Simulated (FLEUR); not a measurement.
# FeGe: a ladder in the smearing, part 2 of 4

Wanted: the cheapest choice of the smearing that holds the magnetic results of FeGe.

FLEUR MaX-R8.1; PBE; all-electron FLAPW, Dirac cores, scalar-relativistic bands.

So far, largest spin moment in the muffin-tin sphere (μB): step 4 (rung 2 (width 0.25 eV), start ferro ++++) 1.09.

The database entry behind the starting cell differs from later determinations by our own check (about 0.2 % short), so it need not match the best structure at ambient conditions.

**5. Rung 2 (width 0.25 eV), start antiferro ++--**

The input, inp.xml:

```
<?xml version="1.0" encoding="UTF-8" standalone="no"?>
<fleurInput fleurInputVersion="0.39">
   <comment>
      FeGe
   </comment>
   <calculationSetup>
      <cutoffs Kmax="3.74" Gmax="11.2" GmaxXC="11.2" numbands="0"/>
      <scfLoop itmax="90" minDistance="0.00002" maxIterBroyd="15" imix="Anderson" alpha="0.05" precondParam="0.0" spinf="2.0" sdNocoIR="T"/>
      <coreElectrons ctail="T" frcor="F" kcrel="0" coretail_lmax="0"/>
      <xcFunctional name="pbe" relativisticCorrections="F"/>
      <magnetism jspins="2"/>
      <soc l_soc="F" theta="0.0" phi="0.0" spav="F"/>
      <expertModes spex="0" secvar="F"/>
      <geometryOptimization l_f="F" forcealpha="1.0" forcemix="BFGS" epsdisp="0.00001" epsforce="0.00001"/>
      <ldaU l_linMix="F" mixParam="0.05" spinf="1.0"/>
   </calculationSetup>
   <cell>
      <bzIntegration valenceElectrons="120.0" mode="hist" fermiSmearingEnergy="0.00918733">
         <kPointListSelection listName="default-1"/>
         <xi:include xmlns:xi="http://www.w3.org/2001/XInclude" href="kpts.xml"> </xi:include>
      </bzIntegration>
      <xi:include xmlns:xi="http://www.w3.org/2001/XInclude" href="sym.xml"> </xi:include>
      <bulkLattice scale="1.0">
         <bravaisMatrix>
            <row-1>    8.8609257982493990     0.0000000000000000     0.0000000000000000</row-1>
            <row-2>    0.0000000000000000     8.8609257982493990     0.0000000000000000</row-2>
            <row-3>    0.0000000000000000     0.0000000000000000     8.8609257982493990</row-3>
         </bravaisMatrix>
      </bulkLattice>
   </cell>
   <atomSpecies>
      <species name="Iron (Fe) 2.800" element="Fe" atomicNumber="26">
         <mtSphere radius="2.19" gridPoints="725" logIncrement="0.017"/>
         <atomicCutoffs lmax="8" lnonsphr="6"/>
         <electronConfig flipSpins="F">
            <coreConfig>(1s1/2) (2s1/2) (2p1/2) (2p3/2)</coreConfig>
            <valenceConfig>(3s1/2) (3p1/2) (3p3/2) (4s1/2) (3d3/2) (3d5/2)</valenceConfig>
            <stateOccupation state="(3d3/2)" spinUp="1.4" spinDown="1.0"/>
            <stateOccupation state="(3d5/2)" spinUp="3.0" spinDown="0.6"/>
         </electronConfig>
         <energyParameters s="4" p="4" d="3" f="4"/>
         <lo type="SCLO" l="0" n="3" eDeriv="0"/>
         <lo type="SCLO" l="1" n="3" eDeriv="0"/>
      </species>
      <species name="Iron (Fe) -2.800" element="Fe" atomicNumber="26">
         <mtSphere radius="2.19" gridPoints="725" logIncrement="0.017"/>
         <atomicCutoffs lmax="8" lnonsphr="6"/>
         <electronConfig flipSpins="F">
            <coreConfig>(1s1/2) (2s1/2) (2p1/2) (2p3/2)</coreConfig>
            <valenceConfig>(3s1/2) (3p1/2) (3p3/2) (4s1/2) (3d3/2) (3d5/2)</valenceConfig>
            <stateOccupation state="(3d3/2)" spinUp="1.0" spinDown="1.4"/>
            <stateOccupation state="(3d5/2)" spinUp="0.6" spinDown="3.0"/>
         </electronConfig>
         <energyParameters s="4" p="4" d="3" f="4"/>
         <lo type="SCLO" l="0" n="3" eDeriv="0"/>
         <lo type="SCLO" l="1" n="3" eDeriv="0"/>
      </species>
      <species name="Germanium (Ge)" element="Ge" atomicNumber="32">
         <mtSphere radius="2.19" gridPoints="725" logIncrement="0.017"/>
         <atomicCutoffs lmax="8" lnonsphr="6"/>
         <electronConfig flipSpins="F">
            <coreConfig>(1s1/2) (2s1/2) (2p1/2) (2p3/2) (3s1/2) (3p1/2) (3p3/2)</coreConfig>
            <valenceConfig>(4s1/2) (3d3/2) (3d5/2) (4p1/2) (4p3/2)</valenceConfig>
            <stateOccupation state="(4p1/2)" spinUp="0.333333" spinDown="0.333333"/>
            <stateOccupation state="(4p3/2)" spinUp="0.666667" spinDown="0.666667"/>
         </electronConfig>
         <energyParameters s="4" p="4" d="3" f="4"/>
      </species>
   </atomSpecies>
   <atomGroups>
      <atomGroup species="Iron (Fe) 2.800">
         <relPos label="                   1">.1350000000 .1350000000 .1350000000</relPos>
         <relPos label="                   2">.3650000000 -.1350000000 -.3650000000</relPos>
         <force calculate="T" relaxXYZ="TTT"/>
      </atomGroup>
      <atomGroup species="Iron (Fe) -2.800">
         <relPos label="                   3">-.3650000000 .3650000000 -.1350000000</relPos>
         <relPos label="                   4">-.1350000000 -.3650000000 .3650000000</relPos>
         <force calculate="T" relaxXYZ="TTT"/>
      </atomGroup>
      <atomGroup species="Germanium (Ge)">
         <relPos label="                   5">-.1580000000 -.1580000000 -.1580000000</relPos>
         <relPos label="                   6">-.3420000000 .1580000000 .3420000000</relPos>
         <force calculate="T" relaxXYZ="TTT"/>
      </atomGroup>
      <atomGroup species="Germanium (Ge)">
         <relPos label="                   7">.3420000000 -.3420000000 .1580000000</relPos>
         <relPos label="                   8">.1580000000 .3420000000 -.3420000000</relPos>
         <force calculate="T" relaxXYZ="TTT"/>
      </atomGroup>
   </atomGroups>
   <output dos="F" band="F" slice="F">
      <bandDOS minEnergy="-.5*Htr" maxEnergy="0.5*Htr" sigma="0.015" storeEVData="T"/>
      <plotting iplot="0" polar="F">
         <plot TwoD="T" vec1="  1.0  0.0  0.0" vec2="  0.0  1.0  0.0" vec3="  0.0  0.0  1.0" zero="  0.0  0.0  0.0" file="plot"/>
      </plotting>
      <moessbauerParams electricFieldGradient="F" isomerShift="F" coreHyperfine="F" valenceHyperfine="F"/>
   </output>
</fleurInput>
```

The input, crystal.txt:

```
FeGe
&input film=F cartesian=F /
4.68900000000  0.00000000000  0.00000000000
0.00000000000  4.68900000000  0.00000000000
0.00000000000  0.00000000000  4.68900000000
1.8897261246
1.0 1.0 1.0

8
26 0.13500000000  0.13500000000  0.13500000000 : 2.800
26 0.36500000000  0.86500000000  0.63500000000 : 2.800
26 0.63500000000  0.36500000000  0.86500000000 : -2.800
26 0.86500000000  0.63500000000  0.36500000000 : -2.800
32 0.84200000000  0.84200000000  0.84200000000
32 0.65800000000  0.15800000000  0.34200000000
32 0.34200000000  0.65800000000  0.15800000000
32 0.15800000000  0.34200000000  0.65800000000

&kpt div1=6 div2=6 div3=6 gamma=T /
```

Run with:

```bash
OMP_NUM_THREADS=1 inpgen -f crystal.txt > inpgen.log  # inp.xml is then edited as shown
OMP_NUM_THREADS=1 mpirun -n 4 fleur_MPI > fleur.log
```

Log:

```text
[banner, memory and clock lines left out]
Welcome to FLEUR        (www.flapw.de)
      MaX-Release 8.1          (www.max-centre.eu)

 ========== k-point set info ==========
 Selected k-point list: default-1
 k-point list type: mesh
 6 x 6 x 6
 Number of k points: 80

 [... set-up left out ...]
 Iteration:     1   Distance:      19.14048283 me/bohr^3
 Iteration:     2   Distance:      17.60783278 me/bohr^3
 Iteration:     3   Distance:      14.03445141 me/bohr^3
 Iteration:     4   Distance:       7.54056515 me/bohr^3
 Iteration:     5   Distance:       7.69580798 me/bohr^3
[...]
<sumOfEigenvalues value="    -7747.1734149828">
               <coreElectrons value="-7680.3236402913"/>
               <valenceElectrons value="-66.8497746914"/>
            </sumOfEigenvalues>
         [... left out ...]
            <freeEnergy value="-13487.5781559999"/>
            <extrapolationTo0K value="-13487.5461947377"/>
         </totalEnergy>
         <densityConvergence units="me/bohr^3">
            <chargeDensity spin="1" distance="0.0000319118"/>
            <chargeDensity spin="2" distance="0.0000336038"/>
            <overallChargeDensity distance="0.0000100757"/>
            <spinDensity distance="0.0000647583"/>
         </densityConvergence>
      </iteration>
```

Elapsed: 55 min, on 4 MPI ranks of Arm Neoverse N1, shared host; peak memory 0.78 GiB.

The run was cut off at its time limit.

After 89 cycles the density distance stands at 6.5e-5 me/bohr³, above the threshold of 2e-05.

**6. Rung 3 (width 0.12 eV), start ferro ++++**

Changes to inp.xml since step 5:

```diff
@@ -17,3 +17,3 @@
    <cell>
-      <bzIntegration valenceElectrons="120.0" mode="hist" fermiSmearingEnergy="0.00918733">
+      <bzIntegration valenceElectrons="120.0" mode="hist" fermiSmearingEnergy="0.00440992">
          <kPointListSelection listName="default-1"/>
@@ -44,15 +44,2 @@
       </species>
-      <species name="Iron (Fe) -2.800" element="Fe" atomicNumber="26">
-         <mtSphere radius="2.19" gridPoints="725" logIncrement="0.017"/>
-         <atomicCutoffs lmax="8" lnonsphr="6"/>
-         <electronConfig flipSpins="F">
-            <coreConfig>(1s1/2) (2s1/2) (2p1/2) (2p3/2)</coreConfig>
-            <valenceConfig>(3s1/2) (3p1/2) (3p3/2) (4s1/2) (3d3/2) (3d5/2)</valenceConfig>
-            <stateOccupation state="(3d3/2)" spinUp="1.0" spinDown="1.4"/>
-            <stateOccupation state="(3d5/2)" spinUp="0.6" spinDown="3.0"/>
-         </electronConfig>
-         <energyParameters s="4" p="4" d="3" f="4"/>
-         <lo type="SCLO" l="0" n="3" eDeriv="0"/>
-         <lo type="SCLO" l="1" n="3" eDeriv="0"/>
-      </species>
       <species name="Germanium (Ge)" element="Ge" atomicNumber="32">
@@ -73,5 +60,2 @@
          <relPos label="                   2">.3650000000 -.1350000000 -.3650000000</relPos>
-         <force calculate="T" relaxXYZ="TTT"/>
-      </atomGroup>
-      <atomGroup species="Iron (Fe) -2.800">
          <relPos label="                   3">-.3650000000 .3650000000 -.1350000000</relPos>
@@ -83,5 +67,2 @@
          <relPos label="                   6">-.3420000000 .1580000000 .3420000000</relPos>
-         <force calculate="T" relaxXYZ="TTT"/>
-      </atomGroup>
-      <atomGroup species="Germanium (Ge)">
          <relPos label="                   7">.3420000000 -.3420000000 .1580000000</relPos>
```

Changes to crystal.txt since step 5:

```diff
@@ -11,4 +11,4 @@
 26 0.36500000000  0.86500000000  0.63500000000 : 2.800
-26 0.63500000000  0.36500000000  0.86500000000 : -2.800
-26 0.86500000000  0.63500000000  0.36500000000 : -2.800
+26 0.63500000000  0.36500000000  0.86500000000 : 2.800
+26 0.86500000000  0.63500000000  0.36500000000 : 2.800
 32 0.84200000000  0.84200000000  0.84200000000
```

Log:

```text
[banner, memory and clock lines left out]
Welcome to FLEUR        (www.flapw.de)
      MaX-Release 8.1          (www.max-centre.eu)

 ========== k-point set info ==========
 Selected k-point list: default-1
 k-point list type: mesh
 6 x 6 x 6
 Number of k points: 24

 [... set-up left out ...]
 Iteration:     1   Distance:      19.53803280 me/bohr^3
 Iteration:     2   Distance:      17.86171998 me/bohr^3
 Iteration:     3   Distance:      13.77488215 me/bohr^3
 Iteration:     4   Distance:       7.04228449 me/bohr^3
 Iteration:     5   Distance:       7.69443412 me/bohr^3
[...]
<sumOfEigenvalues value="    -7747.1045455632">
               <coreElectrons value="-7680.2190813900"/>
               <valenceElectrons value="-66.8854641733"/>
            </sumOfEigenvalues>
         [... left out ...]
            <freeEnergy value="-13487.5606588368"/>
            <extrapolationTo0K value="-13487.5544404302"/>
         </totalEnergy>
         <densityConvergence units="me/bohr^3">
            <chargeDensity spin="1" distance="0.0000050370"/>
            <chargeDensity spin="2" distance="0.0000065707"/>
            <overallChargeDensity distance="0.0000077370"/>
            <spinDensity distance="0.0000087881"/>
         </densityConvergence>
      </iteration>
```

Elapsed: 5.5 min, on 4 MPI ranks; peak memory 0.34 GiB.

This step gave:

```yaml
free_energy: -367015.2226 eV
program_s_band_gap_on_this_mesh_in_a_metal_only_a_level_spacing: 0 eV
magnetization: 4.434 μB
final_state: ferromagnetic, with opposed induced moments
largest_moment: 1.234 μB
```

The largest moment moves by +0.14 μB from rung 2, at 0.87 times its CPU time.

**7. Rung 3 (width 0.12 eV), start antiferro ++--**

Changes to inp.xml since step 6:

```diff
@@ -44,2 +44,15 @@
       </species>
+      <species name="Iron (Fe) -2.800" element="Fe" atomicNumber="26">
+         <mtSphere radius="2.19" gridPoints="725" logIncrement="0.017"/>
+         <atomicCutoffs lmax="8" lnonsphr="6"/>
+         <electronConfig flipSpins="F">
+            <coreConfig>(1s1/2) (2s1/2) (2p1/2) (2p3/2)</coreConfig>
+            <valenceConfig>(3s1/2) (3p1/2) (3p3/2) (4s1/2) (3d3/2) (3d5/2)</valenceConfig>
+            <stateOccupation state="(3d3/2)" spinUp="1.0" spinDown="1.4"/>
+            <stateOccupation state="(3d5/2)" spinUp="0.6" spinDown="3.0"/>
+         </electronConfig>
+         <energyParameters s="4" p="4" d="3" f="4"/>
+         <lo type="SCLO" l="0" n="3" eDeriv="0"/>
+         <lo type="SCLO" l="1" n="3" eDeriv="0"/>
+      </species>
       <species name="Germanium (Ge)" element="Ge" atomicNumber="32">
@@ -60,2 +73,5 @@
          <relPos label="                   2">.3650000000 -.1350000000 -.3650000000</relPos>
+         <force calculate="T" relaxXYZ="TTT"/>
+      </atomGroup>
+      <atomGroup species="Iron (Fe) -2.800">
          <relPos label="                   3">-.3650000000 .3650000000 -.1350000000</relPos>
@@ -67,2 +83,5 @@
          <relPos label="                   6">-.3420000000 .1580000000 .3420000000</relPos>
+         <force calculate="T" relaxXYZ="TTT"/>
+      </atomGroup>
+      <atomGroup species="Germanium (Ge)">
          <relPos label="                   7">.3420000000 -.3420000000 .1580000000</relPos>
```

Changes to crystal.txt since step 6:

```diff
@@ -11,4 +11,4 @@
 26 0.36500000000  0.86500000000  0.63500000000 : 2.800
-26 0.63500000000  0.36500000000  0.86500000000 : 2.800
-26 0.86500000000  0.63500000000  0.36500000000 : 2.800
+26 0.63500000000  0.36500000000  0.86500000000 : -2.800
+26 0.86500000000  0.63500000000  0.36500000000 : -2.800
 32 0.84200000000  0.84200000000  0.84200000000
```

Log:

```text
[banner, memory and clock lines left out]
Welcome to FLEUR        (www.flapw.de)
      MaX-Release 8.1          (www.max-centre.eu)

 ========== k-point set info ==========
 Selected k-point list: default-1
 k-point list type: mesh
 6 x 6 x 6
 Number of k points: 80

 [... set-up left out ...]
 Iteration:     1   Distance:      18.67432118 me/bohr^3
 Iteration:     2   Distance:      17.05662642 me/bohr^3
 Iteration:     3   Distance:      13.29633983 me/bohr^3
 Iteration:     4   Distance:       6.94419477 me/bohr^3
 Iteration:     5   Distance:       6.71534008 me/bohr^3
[...]
<sumOfEigenvalues value="    -7747.1390380544">
               <coreElectrons value="-7680.2595891339"/>
               <valenceElectrons value="-66.8794489205"/>
            </sumOfEigenvalues>
         [... left out ...]
            <freeEnergy value="-13487.5532984149"/>
            <extrapolationTo0K value="-13487.5457420914"/>
         </totalEnergy>
         <densityConvergence units="me/bohr^3">
            <chargeDensity spin="1" distance="0.0000118109"/>
            <chargeDensity spin="2" distance="0.0000121102"/>
            <overallChargeDensity distance="0.0000159705"/>
            <spinDensity distance="0.0000178115"/>
         </densityConvergence>
      </iteration>
```

Wall time 26 min (4 MPI ranks); peak memory 0.77 GiB; 1.7 h of CPU time.

Read from the output:

```yaml
free_energy: -367015.0223 eV
program_s_band_gap_on_this_mesh_in_a_metal_only_a_level_spacing: 5.14e-7 eV
magnetization: 0 μB
final_state: antiferromagnetic
largest_moment: 0.9679 μB
```

This start lies +50.1 meV a seeded atom from the first, a change of +50.1 meV since rung 1; its largest moment is 0.968 μB.

**8. Rung 4 (width 0.05 eV), start ferro ++++**

Changes to inp.xml since step 7:

```diff
@@ -17,3 +17,3 @@
    <cell>
-      <bzIntegration valenceElectrons="120.0" mode="hist" fermiSmearingEnergy="0.00440992">
+      <bzIntegration valenceElectrons="120.0" mode="hist" fermiSmearingEnergy="0.00183747">
          <kPointListSelection listName="default-1"/>
@@ -44,15 +44,2 @@
       </species>
-      <species name="Iron (Fe) -2.800" element="Fe" atomicNumber="26">
-         <mtSphere radius="2.19" gridPoints="725" logIncrement="0.017"/>
-         <atomicCutoffs lmax="8" lnonsphr="6"/>
-         <electronConfig flipSpins="F">
-            <coreConfig>(1s1/2) (2s1/2) (2p1/2) (2p3/2)</coreConfig>
-            <valenceConfig>(3s1/2) (3p1/2) (3p3/2) (4s1/2) (3d3/2) (3d5/2)</valenceConfig>
-            <stateOccupation state="(3d3/2)" spinUp="1.0" spinDown="1.4"/>
-            <stateOccupation state="(3d5/2)" spinUp="0.6" spinDown="3.0"/>
-         </electronConfig>
-         <energyParameters s="4" p="4" d="3" f="4"/>
-         <lo type="SCLO" l="0" n="3" eDeriv="0"/>
-         <lo type="SCLO" l="1" n="3" eDeriv="0"/>
-      </species>
       <species name="Germanium (Ge)" element="Ge" atomicNumber="32">
@@ -73,5 +60,2 @@
          <relPos label="                   2">.3650000000 -.1350000000 -.3650000000</relPos>
-         <force calculate="T" relaxXYZ="TTT"/>
-      </atomGroup>
-      <atomGroup species="Iron (Fe) -2.800">
          <relPos label="                   3">-.3650000000 .3650000000 -.1350000000</relPos>
@@ -83,5 +67,2 @@
          <relPos label="                   6">-.3420000000 .1580000000 .3420000000</relPos>
-         <force calculate="T" relaxXYZ="TTT"/>
-      </atomGroup>
-      <atomGroup species="Germanium (Ge)">
          <relPos label="                   7">.3420000000 -.3420000000 .1580000000</relPos>
```

Changes to crystal.txt since step 7:

```diff
@@ -11,4 +11,4 @@
 26 0.36500000000  0.86500000000  0.63500000000 : 2.800
-26 0.63500000000  0.36500000000  0.86500000000 : -2.800
-26 0.86500000000  0.63500000000  0.36500000000 : -2.800
+26 0.63500000000  0.36500000000  0.86500000000 : 2.800
+26 0.86500000000  0.63500000000  0.36500000000 : 2.800
 32 0.84200000000  0.84200000000  0.84200000000
```

Log:

```text
[banner, memory and clock lines left out]
Welcome to FLEUR        (www.flapw.de)
      MaX-Release 8.1          (www.max-centre.eu)

 ========== k-point set info ==========
 Selected k-point list: default-1
 k-point list type: mesh
 6 x 6 x 6
 Number of k points: 24

 [... set-up left out ...]
 Iteration:     1   Distance:      19.79100303 me/bohr^3
 Iteration:     2   Distance:      18.16540804 me/bohr^3
 Iteration:     3   Distance:      13.97591809 me/bohr^3
 Iteration:     4   Distance:       6.39741781 me/bohr^3
 Iteration:     5   Distance:       6.40329710 me/bohr^3
[...]
<sumOfEigenvalues value="    -7747.1461926939">
               <coreElectrons value="-7680.2461427648"/>
               <valenceElectrons value="-66.9000499291"/>
            </sumOfEigenvalues>
         [... left out ...]
            <freeEnergy value="-13487.5554461499"/>
            <extrapolationTo0K value="-13487.5543288077"/>
         </totalEnergy>
         <densityConvergence units="me/bohr^3">
            <chargeDensity spin="1" distance="0.0000069270"/>
            <chargeDensity spin="2" distance="0.0000093541"/>
            <overallChargeDensity distance="0.0000101523"/>
            <spinDensity distance="0.0000129574"/>
         </densityConvergence>
      </iteration>
```

Run time: 5 min. Hardware: 4 MPI ranks; peak memory 0.34 GiB; 20 min of CPU time.

This step gave:

* free energy: -367015.0808 eV
* program's band gap on this mesh (in a metal only a level spacing): 0 eV
* magnetization: 4.346 μB
* final state: ferromagnetic, with opposed induced moments
* largest moment: 1.213 μB

The largest moment moves by -0.02 μB from rung 3, at 0.91 times its CPU time.

(Part 2 of 4 ends here.)

[Logs and program files are shortened in this print: banners, set-up blocks, solver, clock and traceback lines can be left out without a mark of their own.]

[Logs are printed without paths, hosts, clocks, repeated set-up lines and the standing remarks that a program may print on its own settings, such as how far it seeks lower states.]

[Hosts, paths, dates, database ids (printed as entryN), source tags and the programs' standing remarks are cut or masked in the printed files.]

[Where a cell is said to come from a database of computed structures, the database is the Materials Project.]
